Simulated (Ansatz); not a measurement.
**CdFe2Bi2: relaxing a made-up structure**

Starting from a made-up structure for CdFe2Bi2, the aim is the relaxed cell, its shortest contacts and, where a second run follows, its electronic structure.

Method: DFT, PBE, plane-wave PAW, files of the set soft_1, scalar-relativistic, ferromagnetic start, cell and ions relaxed at zero pressure; PAW set soft_1, in Ansatz 0.2.0.

### 1. Starting point

It takes space group Fmmm (No. 69, orthorhombic). Conventional cell: a = 5.585 Å, b = 5.724 Å, c = 12.319 Å, α = 90.00°, β = 90.00°, γ = 90.00°. Nearest to Bi lie 4 Fe at 2.43 Å and 4 Cd at 3.27 to 3.33 Å. Cd has 8 Bi at 3.27 to 3.33 Å nearest. Fe has 4 Bi at 2.43 Å nearest. Farther neighbours are not listed.

### 2. Relaxation of the guess

The guess takes its coordinates from another compound and its volume from a rule, so the cell and any free coordinates are relaxed together.

The input, input.yaml:

```yaml
crystal:
  lattice:
    - [0.0, 2.862, 6.1595]
    - [2.7925, 0.0, 6.1595]
    - [2.7925, 2.862, 0.0]
  atoms:
    - { symbol: Bi, position: [0.6376, 0.6376, 0.3624] }
    - { symbol: Bi, position: [0.3624, 0.3624, 0.6376] }
    - { symbol: Cd, position: [0.0, 0.0, 0.0] }
    - { symbol: Fe, position: [0.25, 0.25, 0.25], spin: 3.0 }
    - { symbol: Fe, position: [0.75, 0.75, 0.75], spin: 3.0 }
magnetization:
  spin_polarized: true
kpoints:
  mp_grid: { grid: [7, 7, 7] }
scf:
  occupations: { method: fermi_dirac, width: 0.05 }
hamiltonian:
  xc: pbe
  pseudopotentials: { kind: paw, azcp: { folder: soft_1 } }
relax:
  f_tol: 0.015
  max_steps: 70
  cell: {}
output:
  forces: true
  stress: true
```

The run is started by

```sh
$ ansatz run input.yaml --threads 4 --pin off --max-ram 8192MiB --backend cpu --events-out ev --progress --plain --runs-dir out
```

Numbers of over 12 decimals in the logs are rounded to 6 here.

The program printed:

```text
Engine: ansatz 0.2.0, aarch64-unknown-linux-gnu
Pseudopotentials: kind: paw
Pseudopotential: Bi, paw, valence charge 15, recommended cutoff 420 eV (normal), soft_1/Bi.paw.azcp
Pseudopotential: Cd, paw, valence charge 20, recommended cutoff 420 eV (normal), soft_1/Cd.paw.azcp
Pseudopotential: Fe, paw, valence charge 16, recommended cutoff 420 eV (normal), soft_1/Fe.paw.azcp
Functional definition: PBE
  parameter kappa = 0.804
  parameter beta = 0.066725
  exchange = pbe_x(kappa = kappa, mu = beta*pi^2/3)
  correlation = pbe_c(beta = beta)
Crystal: 5 atoms, lattice volume = 98.455 Å³
Basis set: ecut = 420 eV, 1949 PW (Γ), exchange–correlation on 96×96×54 points (8 copies of the dense FFT grid, shifted against one another)
Bands: 53, of which v1, the nominal top of the filled ones, is band 41 counted from 1 (40 counted from 0)
Symmetry: 8 space group operations
Space group: Fmmm (ITA 69), of the structure as read, at distance tolerance 4.6e-5 Å
Magnetic group: BNS 69.521 (UNI 619), of the structure as read, at distance tolerance 4.6e-5 Å
k-points: 64 of 343
Non-local potential: Bi, projectors of the file, l = 0: 2, l = 1: 2, l = 2: 2, l = 3: 1
Non-local potential: Cd, projectors of the file, l = 0: 3, l = 1: 2, l = 2: 2, l = 3: 1
Non-local potential: Fe, projectors of the file, l = 0: 3, l = 1: 2, l = 2: 3, l = 3: 1
PAW form: soft (Blöchl's): semilocal exchange-correlation on the pseudo side does not see the compensation charge
PAW one-centre angular grid: Bi, 590 points (default); XC on 64 Gauss nodes
PAW one-centre angular grid: Cd, 590 points (default); XC on 64 Gauss nodes
PAW one-centre angular grid: Fe, 590 points (default); XC on 64 Gauss nodes
Initial density: superposition of atomic densities (chi_scale 0.1, normalization cell)
Starting moments: Σ|m| = 6 μB on 2 of 5 sites
Initial wavefunctions: pseudopotential atomic-orbital guess
Functional: x = pbe(κ = 0.804, μ = 0.219515), c = pbe(β = 0.066725)
SCF iter   1: F=—  HF=-42006.093979 eV  |F-HF|=—  |Δ(HF+E_count)|=         —  Δρ=2.69e-2 (↑1.33e-2 ↓2.69e-2)  dr2=6.38e0  dr2_m=9.80e-2  M=5.198 μB ∫|m|=5.500 μB  β_m=0.30  ethr=3.10e-3  ⟨swp⟩=7.1  Hψ=26721  notcnv=0  defer=42
Mixer restart at iter 1: flushing history
preconditioner: auto → Kerker (q_TF=auto, 2.646 Å⁻¹)  [metal: Δε(μ)=0.003 eV  Ē_g=15.434 eV  σ=0.050 eV  W_gap=0.02  n_scr=32 (ndim 8)  ℏωp=28.5 eV  f_vac=0.000  D(μ)=6.10/eV (n_scr^D=62)]
spin=Collinear: Kerker preconditioning applied to the charge; magnetization (m = ρ↑ − ρ↓) channel mixes plain (no charge-response kernel on spin).
SCF iter   2: F=—  HF=-42007.550622 eV  |F-HF|=—  |Δ(HF+E_count)|=    1.46e0  Δρ=2.73e-2 (↑1.16e-2 ↓2.73e-2)  dr2=5.70e0  dr2_m=1.46e-1  M=4.989 μB ∫|m|=5.316 μB  β_m=0.37  ethr=3.10e-3  ⟨swp⟩=2.0  Hψ=8656  notcnv=0  defer=492
SCF iter   3: F=—  HF=-42009.433228 eV  |F-HF|=—  |Δ(HF+E_count)|=    1.88e0  Δρ=2.08e-2 (↑1.59e-2 ↓2.08e-2)  dr2=2.48e0  dr2_m=2.16e-1  M=4.353 μB ∫|m|=4.771 μB  β_m=0.43  ethr=3.10e-3  ⟨swp⟩=3.0  Hψ=9828  notcnv=0  defer=502
SCF iter   4: F=—  HF=-42009.282110 eV  |F-HF|=—  |Δ(HF+E_count)|=   1.51e-1  Δρ=1.26e-2 (↑4.92e-3 ↓1.26e-2)  dr2=9.08e-1  dr2_m=4.13e-2  M=3.991 μB ∫|m|=4.407 μB  β_m=0.62  ethr=3.02e-3  ⟨swp⟩=2.1  Hψ=8822  notcnv=0  defer=487
SCF iter   5: F=—  HF=-42009.154138 eV  |F-HF|=—  |Δ(HF+E_count)|=   1.28e-1  Δρ=2.33e-2 (↑2.33e-2 ↓8.62e-3)  dr2=1.04e0  dr2_m=6.38e-2  M=2.963 μB ∫|m|=3.491 μB  β_m=0.81  ethr=1.11e-3  ⟨swp⟩=4.2  Hψ=13730  notcnv=0  defer=490
SCF iter   6: F=—  HF=-42009.384068 eV  |F-HF|=—  |Δ(HF+E_count)|=   2.30e-1  Δρ=1.11e-2 (↑1.11e-2 ↓3.09e-3)  dr2=9.07e-2  dr2_m=3.85e-2  M=3.019 μB ∫|m|=3.521 μB  β_m=0.90  ethr=1.11e-3  ⟨swp⟩=2.6  Hψ=9593  notcnv=1  defer=448
SCF iter   7: F=—  HF=-42009.495328 eV  |F-HF|=—  |Δ(HF+E_count)|=         —  Δρ=2.23e-2 (↑2.23e-2 ↓2.09e-2)  dr2=1.14e-2  dr2_m=4.11e-1  M=2.301 μB ∫|m|=2.704 μB  β_m=0.90  ethr=1.11e-4  ⟨swp⟩=2.0  Hψ=12808  notcnv=0  defer=448
Mixer restart at iter 7: flushing history
SCF iter   8: F=—  HF=-42009.480050 eV  |F-HF|=—  |Δ(HF+E_count)|=   1.53e-2  Δρ=1.42e-2 (↑5.82e-3 ↓1.42e-2)  dr2=9.53e-2  dr2_m=8.64e-2  M=2.102 μB ∫|m|=2.420 μB  β_m=0.95  ethr=1.39e-5  ⟨swp⟩=2.5  Hψ=13581  notcnv=0  defer=440
SCF iter   9: F=—  HF=-42009.551009 eV  |F-HF|=—  |Δ(HF+E_count)|=   7.10e-2  Δρ=1.42e-2 (↑1.42e-2 ↓8.34e-3)  dr2=3.43e-1  dr2_m=8.12e-3  M=2.033 μB ∫|m|=2.291 μB  β_m=0.73  ethr=1.39e-5  ⟨swp⟩=3.4  Hψ=15916  notcnv=0  defer=437
SCF iter  10: F=—  HF=-42009.471320 eV  |F-HF|=—  |Δ(HF+E_count)|=   7.97e-2  Δρ=1.09e-3 (↑8.05e-4 ↓1.09e-3)  dr2=3.11e-3  dr2_m=2.36e-4  M=1.994 μB ∫|m|=2.234 μB  β_m=0.79  ethr=1.39e-5  ⟨swp⟩=3.0  Hψ=14500  notcnv=0  defer=443
SCF iter  11: F=—  HF=-42009.471574 eV  |F-HF|=—  |Δ(HF+E_count)|=   2.54e-4  Δρ=5.56e-4 (↑3.84e-4 ↓5.56e-4)  dr2=8.49e-4  dr2_m=2.20e-5  M=2.011 μB ∫|m|=2.252 μB  β_m=0.82  ethr=3.79e-6  ⟨swp⟩=2.0  Hψ=12421  notcnv=0  defer=443
SCF iter  12: F=—  HF=-42009.471715 eV  |F-HF|=—  |Δ(HF+E_count)|=   1.40e-4  Δρ=3.08e-4 (↑3.08e-4 ↓3.05e-4)  dr2=3.69e-4  dr2_m=4.53e-6  M=2.022 μB ∫|m|=2.265 μB  β_m=0.91  ethr=1.04e-6  ⟨swp⟩=2.0  Hψ=8925  notcnv=0  defer=443
SCF iter  13: F=—  HF=-42009.471712 eV  |F-HF|=—  |Δ(HF+E_count)|=   2.63e-6  Δρ=1.06e-4 (↑1.06e-4 ↓4.23e-5)  dr2=2.44e-5  dr2_m=1.52e-6  M=2.021 μB ∫|m|=2.264 μB  β_m=0.95  ethr=4.51e-7  ⟨swp⟩=2.0  Hψ=8156  notcnv=0  defer=443
SCF iter  14: F=—  HF=-42009.471715 eV  |F-HF|=—  |Δ(HF+E_count)|=   2.46e-6  Δρ=6.65e-5 (↑4.05e-5 ↓6.65e-5)  dr2=1.35e-5  dr2_m=2.03e-7  M=2.022 μB ∫|m|=2.265 μB  β_m=0.98  ethr=2.98e-8  ⟨swp⟩=1.0  Hψ=6786  notcnv=0  defer=443
SCF iter  15: F=—  HF=-42009.471714 eV  |F-HF|=—  |Δ(HF+E_count)|=   1.03e-6  Δρ=5.71e-6 (↑3.95e-6 ↓5.71e-6)  dr2=1.21e-7  dr2_m=5.05e-9  M=2.022 μB ∫|m|=2.266 μB  β_m=0.99  ethr=1.64e-8  ⟨swp⟩=2.0  Hψ=7696  notcnv=0  defer=443
SCF iter  16: F=—  HF=-42009.471714 eV  |F-HF|=—  |Δ(HF+E_count)|=   1.93e-8  Δρ=3.36e-6 (↑3.36e-6 ↓2.41e-6)  dr2=3.46e-8  dr2_m=9.81e-10  M=2.022 μB ∫|m|=2.266 μB  β_m=0.99  ethr=1.48e-10  ⟨swp⟩=2.2  Hψ=9288  notcnv=0  defer=443
SCF iter  17: F=-42009.471714 eV  HF=-42009.471714 eV  |F-HF|=2.67e-8  |Δ(HF+E_count)|=  8.95e-10  Δρ=3.46e-6 (↑1.27e-6 ↓3.46e-6)  dr2=3.03e-8  dr2_m=1.22e-9  M=2.022 μB ∫|m|=2.266 μB  ethr=4.22e-11  ⟨swp⟩=2.0  Hψ=18692  notcnv=0
SCF 1 converged in 17 iterations: F = -42009.471714 eV  dr2 = 3.03e-8
  greatest PAW one-centre occupation: 1.001 electrons in one spin orbital (limit 2), on the Fe atom at site 4 (counted from 0), in its partial waves of l = 1
[...]
relax step  19: F+E_penalty+E_count = -42012.60863828 eV  Δ(F+E_penalty+E_count) = -7.869e-3 eV  max|allowed force component| = 1.130e-2 eV/Å  Δτ_max = 0.0142 Å  P = +0.184 GPa  Ω = 113.290 Å³  energy of the carried Pulay correction = -2.657e-4 eV  (10 SCF iters, dr2 threshold 5.00e-7 eV, accepted)
relax step  20: F+E_penalty+E_count = -42012.61275310 eV  Δ(F+E_penalty+E_count) = -4.115e-3 eV  max|allowed force component| = 1.565e-3 eV/Å  Δτ_max = 0.0189 Å  P = +0.031 GPa  Ω = 114.445 Å³  energy of the carried Pulay correction = -6.573e-4 eV  (10 SCF iters, dr2 threshold 5.00e-7 eV, accepted)
relax step  21: F+E_penalty+E_count = -42012.61355398 eV  Δ(F+E_penalty+E_count) = -8.009e-4 eV  max|allowed force component| = 2.836e-3 eV/Å  Δτ_max = 0.0118 Å  P = +0.033 GPa  Ω = 115.033 Å³  energy of the carried Pulay correction = -8.601e-4 eV  (10 SCF iters, dr2 threshold 8.74e-8 eV, accepted)
relax step  22: F+E_penalty+E_count = -42012.61352370 eV  Δ(F+E_penalty+E_count) = +3.028e-5 eV  max|allowed force component| = 1.646e-4 eV/Å  Δτ_max = 0.0015 Å  P = +0.000 GPa  Ω = 115.166 Å³  energy of the carried Pulay correction = -9.094e-4 eV  (9 SCF iters, dr2 threshold 6.52e-9 eV, accepted)
Basis set: ecut = 420 eV, 2223 PW (Γ), exchange–correlation on 144×144×48 points (8 copies of the dense FFT grid, shifted against one another)
iter 1 solved again at ethr=2.08e-7 eV; its pass at ethr=3.10e-3 eV (dr2=1.71e-4 eV) is discarded
SCF iter   1: F=—  HF=-42012.613872 eV  |F-HF|=—  |Δ(HF+E_count)|=         —  Δρ=1.02e-4 (↑1.02e-4 ↓8.65e-5)  dr2=1.72e-6  dr2_m=1.22e-6  M=4.289 μB ∫|m|=4.953 μB  β_m=0.65  ethr=2.08e-7  ⟨swp⟩=3.0  Hψ=43356  notcnv=0
preconditioner: auto → Kerker (q_TF=auto, 2.308 Å⁻¹)  [metal: Δε(μ)=0.019 eV  Ē_g=14.819 eV  σ=0.050 eV  W_gap=0.09  n_scr=22 (ndim 8)  ℏωp=26.4 eV  f_vac=0.002  D(μ)=2.41/eV (n_scr^D=12)]
spin=Collinear: Kerker preconditioning applied to the charge; magnetization (m = ρ↑ − ρ↓) channel mixes plain (no charge-response kernel on spin).
SCF iter   2: F=—  HF=-42012.614310 eV  |F-HF|=—  |Δ(HF+E_count)|=   4.38e-4  Δρ=3.67e-5 (↑3.67e-5 ↓3.08e-5)  dr2=2.30e-7  dr2_m=1.47e-7  M=4.289 μB ∫|m|=4.953 μB  β_m=0.63  ethr=2.10e-9  ⟨swp⟩=2.0  Hψ=10680  notcnv=0
SCF iter   3: F=—  HF=-42012.614360 eV  |F-HF|=—  |Δ(HF+E_count)|=   4.96e-5  Δρ=4.65e-6 (↑3.94e-6 ↓4.65e-6)  dr2=7.17e-9  dr2_m=9.23e-9  M=4.289 μB ∫|m|=4.953 μB  β_m=0.69  ethr=2.81e-10  ⟨swp⟩=2.0  Hψ=11070  notcnv=0
SCF iter   4: F=—  HF=-42012.614360 eV  |F-HF|=—  |Δ(HF+E_count)|=   2.70e-7  Δρ=4.09e-6 (↑9.45e-7 ↓4.09e-6)  dr2=3.03e-8  dr2_m=3.69e-9  M=4.289 μB ∫|m|=4.953 μB  β_m=0.69  ethr=8.75e-12  ⟨swp⟩=2.0  Hψ=11890  notcnv=0
SCF iter   5: F=—  HF=-42012.614360 eV  |F-HF|=—  |Δ(HF+E_count)|=   1.24e-8  Δρ=2.85e-6 (↑1.82e-6 ↓2.85e-6)  dr2=2.25e-8  dr2_m=4.18e-9  M=4.289 μB ∫|m|=4.953 μB  β_m=0.84  ethr=8.75e-12  ⟨swp⟩=2.0  Hψ=11963  notcnv=0
SCF iter   6: F=—  HF=-42012.614360 eV  |F-HF|=—  |Δ(HF+E_count)|=   4.15e-8  Δρ=1.91e-6 (↑8.20e-7 ↓1.91e-6)  dr2=1.98e-8  dr2_m=4.82e-10  M=4.289 μB ∫|m|=4.953 μB  β_m=0.92  ethr=8.75e-12  ⟨swp⟩=2.0  Hψ=8958  notcnv=0
SCF iter   7: F=—  HF=-42012.614360 eV  |F-HF|=—  |Δ(HF+E_count)|=   1.03e-8  Δρ=3.68e-7 (↑3.68e-7 ↓3.08e-7)  dr2=4.54e-10  dr2_m=1.33e-11  M=4.289 μB ∫|m|=4.953 μB  β_m=0.91  ethr=8.75e-12  ⟨swp⟩=2.1  Hψ=11347  notcnv=0
SCF iter   8: F=—  HF=-42012.614361 eV  |F-HF|=—  |Δ(HF+E_count)|=   1.18e-6  Δρ=8.40e-8 (↑7.93e-8 ↓8.40e-8)  dr2=2.92e-11  dr2_m=1.73e-12  M=4.289 μB ∫|m|=4.953 μB  β_m=0.95  ethr=1.00e-12  ⟨swp⟩=2.4  Hψ=11177  notcnv=0
SCF iter   9: F=—  HF=-42012.614361 eV  |F-HF|=—  |Δ(HF+E_count)|=  6.55e-11  Δρ=3.65e-8 (↑2.18e-8 ↓3.65e-8)  dr2=4.38e-12  dr2_m=4.05e-13  M=4.289 μB ∫|m|=4.953 μB  β_m=0.97  ethr=1.00e-12  ⟨swp⟩=1.5  Hψ=7006  notcnv=0
SCF iter  10: F=-42012.614361 eV  HF=-42012.614361 eV  |F-HF|=7.28e-12  |Δ(HF+E_count)|=  1.46e-11  Δρ=6.46e-8 (↑3.16e-8 ↓6.46e-8)  dr2=2.15e-11  dr2_m=3.18e-13  M=4.289 μB ∫|m|=4.953 μB  ethr=1.00e-12  ⟨swp⟩=2.4  Hψ=19141  notcnv=0
SCF 23 converged in 10 iterations: F = -42012.614361 eV  dr2 = 2.15e-11
relax step  23: F+E_penalty+E_count = -42012.61436104 eV  Δ(F+E_penalty+E_count) = -8.373e-4 eV  max|allowed force component| = 2.735e-5 eV/Å  Δτ_max = 0.0000 Å  P = -0.005 GPa  Ω = 115.166 Å³  stress off target by 7.03e-3 GPa  SCF on the basis re-selected at this cell (its energy is not comparable with the rows above)  (10 SCF iters)
basis re-selected at this cell: Δ(F+E_penalty+E_count) = -8.373e-4 eV, ΔP = -0.006 GPa vs the last step (what re-selecting the basis moved, of the pressure what is left beyond the Pulay correction that the steps carried, after the strain that the cell walked since its last selection, with what the two solves' SCF thresholds leave and, on support functions, any second-order correction that the steps lacked; it is no measure of the basis error at this ecutwfc). The dense FFT grid was sized anew with the basis: this SCF ran on 72×72×24 points, the steps before it on 64×64×24, so part of this shift can come from that change (see relax.cell in the input reference). [rest of the remark cut]
SCF converged after 10 iterations
Magnetization: 4.2888 μB (43.1444 up, 38.8556 down)
Absolute magnetization: 4.9599 μB (∫|ρ↑−ρ↓|, with the PAW one-centre terms)
Spin contamination: 0.2689 ħ² per cell (⟨S²⟩ above its minimum at these occupations)
Per-site moments (μB) at R_I (Å): [(-0.057410, 1.153198), (-0.057410, 1.153198), (-0.020994, 1.437329), (2.245099, 1.016345), (2.245099, 1.016345)]
Free energy (F): -42012.614361 eV
Harris-Foulkes:  -42012.614361 eV  (|F-HF|=7.28e-12)
Internal energy: -42012.593742 eV  (E = F + TS)
E sigma→0 (E₀):  -42012.604052 eV
Entropy (-TS):   -0.020619 eV (-4.124 meV/atom)
Fermi energy:    12.268018 eV
--- Per-component energies (eV) ---
  E_band       = -1190.633985
  E_kinetic    = 1610.558327
  E_local      = -13055.897340  (includes V_loc(G=0)·N_el)
  E_nonlocal   = 1519.928529
  E_hartree    = 5639.677089
  E_xc         = -678.615774
  E_vxc        = -739.384430  (∫ρ·V_xc dr)
  E_paw        = -28194.449775  (= ΣΔE_a)
  E_vpaw       = -1805.192384  (= ΣTr[D̂ρ^β])
  E_aug_tail   = -0.001322  (compensation charges beyond the density's cutoff)
  E_ewald      = -8853.793478
  E_smearing   = -0.020619  (= −TS)
  E_closure    = -0.000000  (closes the sum)
  Σ components = -42012.614361   (vs F -42012.614361, Δ=0.00e0)
--- Forces (eV/Å), atoms counted from 1 ---
  atom   1  Bi     0.00000000     0.00000000     0.00002735
  atom   2  Bi    -0.00000000     0.00000000    -0.00002735
  atom   3  Cd     0.00000000     0.00000000     0.00000000
  atom   4  Fe     0.00000000    -0.00000000     0.00000000
  atom   5  Fe    -0.00000000     0.00000000     0.00000000
  max |Σ_I F_I| component: 2.05e-28 eV/Å
--- Stress (GPa, compression-positive) ---
       -0.007033       0.000000       0.000000
        0.000000      -0.006969       0.000000
        0.000000       0.000000      -0.001160
  P = ⅓ Tr σ = -0.0051 GPa (-0.051 kbar)
--- Relaxed structure (20 steps of the walk, 20 accepted, 3 SCFs on fresh bases) ---
  F+E_penalty+E_count = -42012.61436104 eV   max|allowed force component| = 2.735e-5 eV/Å   (the final SCF, on the basis selected at the relaxed cell)
  cell:  # Å, volume = 115.1664 Å³
    - [0, 2.463866, 9.485524]
    - [2.463867, 0, 9.485524]
    - [2.463867, 2.463866, 0]
  atoms:
    - { symbol: Bi, position: [0.634752, 0.634752, 0.365248] }
    - { symbol: Bi, position: [0.365248, 0.365248, 0.634752] }
    - { symbol: Cd, position: [4.690963210770122e-19, 4.690963210770159e-19, -4.690963210770123e-19] }
    - { symbol: Fe, position: [0.250000, 0.250000, 0.25] }
    - { symbol: Fe, position: [0.750000, 0.750000, 0.750000] }
```

Run time: 4.1 min. Hardware: 4 threads of Arm Neoverse V2, shared host; peak memory 0.91 GiB.

Step by step (22 of 23):

| step | energy less that of the first step (eV) | largest force component (eV/Å) | pressure (GPa) | volume (Å³) |
| --- | --- | --- | --- | --- |
| 1 | 0.0000 | 3.2530 | 18.76 | 98.46 |
| 2 | -1.3826 | 1.3213 | 6.96 | 109.76 |
| 3 | -1.7834 | 0.1651 | 1.55 | 115.32 |
| 4 | -1.9509 | 0.0392 | -0.74 | 117.84 |
| 5 | -2.1265 | 0.1386 | -1.94 | 117.01 |
| 6 | -2.3075 | 0.2973 | -2.72 | 112.68 |
| 7 | -2.4129 | 0.0343 | -0.55 | 105.87 |
| 8 | -2.4198 | 0.0443 | -0.07 | 106.33 |
| 9 | -2.4214 | 0.0012 | 0.03 | 105.98 |
| 10 | -2.4214 | 0.0015 | -0.01 | 106.02 |
| 11* | -2.6849 | 0.0194 | 3.22 | 106.02 |
| 13 | -3.0111 | 0.1010 | 1.17 | 109.11 |
| 14 | -3.0835 | 0.0595 | 0.63 | 110.57 |
| 15 | -3.1066 | 0.0142 | -0.38 | 113.09 |
| 16 | -3.1078 | 0.0226 | 0.22 | 112.14 |
| 17 | -3.1079 | 0.0014 | 0.00 | 112.44 |
| 18* | -3.1291 | 0.0011 | 0.34 | 112.44 |
| 19 | -3.1369 | 0.0113 | 0.18 | 113.29 |
| 20 | -3.1410 | 0.0016 | 0.03 | 114.45 |
| 21 | -3.1418 | 0.0028 | 0.03 | 115.03 |
| 22 | -3.1418 | 0.0002 | 0.00 | 115.17 |
| 23* | -3.1426 | 0.0000 | -0.01 | 115.17 |

Relaxation steps marked * repeat the geometry before them on a plane-wave basis chosen anew for their cell, so energy and pressure can jump there. Other such steps can lie between the rows shown.

Forces are held to the 8 operations that the run works with; a distortion that breaks them can't arise in this run.

```
     cell as run  before  after   change
           a (Å)   6.792  9.800  +44.3 %
           b (Å)   6.763  9.800  +44.9 %
           c (Å)   3.999  3.484  -12.9 %
           α (°)   73.24  79.76   +8.9 %
           β (°)   72.45  79.76  +10.1 %
           γ (°)   34.31  20.48  -40.3 %
volume (Å³/atom)   19.69  23.03  +17.0 %
```

The atoms that moved most (Å, as changes of fractional coordinates times the final cell):

```csv
atom,dx,dy,dz,length
Bi1,0.000,0.000,-0.054,0.054
Bi2,0.000,0.000,0.054,0.054
```

The relaxed structure:

```xyz
5
Lattice="0.0000 2.4639 9.4855 2.4639 0.0000 9.4855 2.4639 2.4639 0.0000" Properties=species:S:1:pos:R:3 pbc="T T T"
Bi    2.4639    2.4639   12.0419
Bi    2.4639    2.4639    6.9291
Cd    0.0000    0.0000    0.0000
Fe    1.2319    1.2319    4.7428
Fe    3.6958    3.6958   14.2283
```

Numbers from this step:

```
free energy             : -42012.6144 eV
energy at zero smearing : -42012.6041 eV
smearing term TS        : 0.02062 eV
Fermi energy            : 12.27 eV
magnetization           : 4.289 μB
absolute magnetization  : 4.960 μB
site moments            : -0.05741, -0.05741, -0.02099, 2.245, 2.245 μB
electrons               : 82
symmetry operations     : 8
pressure                : -0.005054 GPa
```

Site moment by atom:

| atom | site moment (μB) |
| --- | --- |
| Bi1 | -0.06 |
| Bi2 | -0.06 |
| Cd3 | -0.02 |
| Fe4 | 2.25 |
| Fe5 | 2.25 |

The shortest distance of each pair, which need not be the same contact before and after:

```csv
pair,guess (Å),relaxed (Å)
Fe–Fe,2.792,2.464
Bi–Fe,2.432,2.796
Bi–Bi,3.390,3.484
Cd–Cd,3.999,3.484
Bi–Cd,3.267,3.550
```

The relaxation ends with a largest force component of 2.7e-5 eV/Å and a pressure of -0.01 GPa.

### 3. Summary of results

```json
{"space group, relaxed": "I4/mmm", "conventional cell": "a = 3.484, b = 3.484, c = 18.971 Å; α = 90.0°, β = 90.0°, γ = 90.0°", "volume per atom": "23.03 Å³ (guess 19.69)", "total moment": "4.29 μB in the cell of 5 atoms"}
```

**Reading.** CdFe2Bi2 relaxes to I4/mmm with a = 3.484, b = 3.484 and c = 18.971 Å. The guessed volume was 15 % too small. The symmetry rose from Fmmm to I4/mmm, so the distortion of the structure type doesn't survive with these elements. The input starts from parallel moments, and no other start was typed. Mesh and cutoff weren't tested. A vector of the cell changed its length by 45 %, so the starting arrangement is largely lost and the mesh was laid for another shape. Spin-orbit coupling is left out, which can matter for elements this heavy. No dispersion term is used, so weakly bound directions may come out too long. Nothing here tests whether the compound is stable against decomposition.

[Logs are printed without paths, hosts, clocks, repeated set-up lines and the standing remarks that a program may print on its own settings, such as how far it seeks lower states.]

[Hosts, paths, dates, database ids (printed as entryN), source tags and the programs' standing remarks are cut or masked in the printed files.]
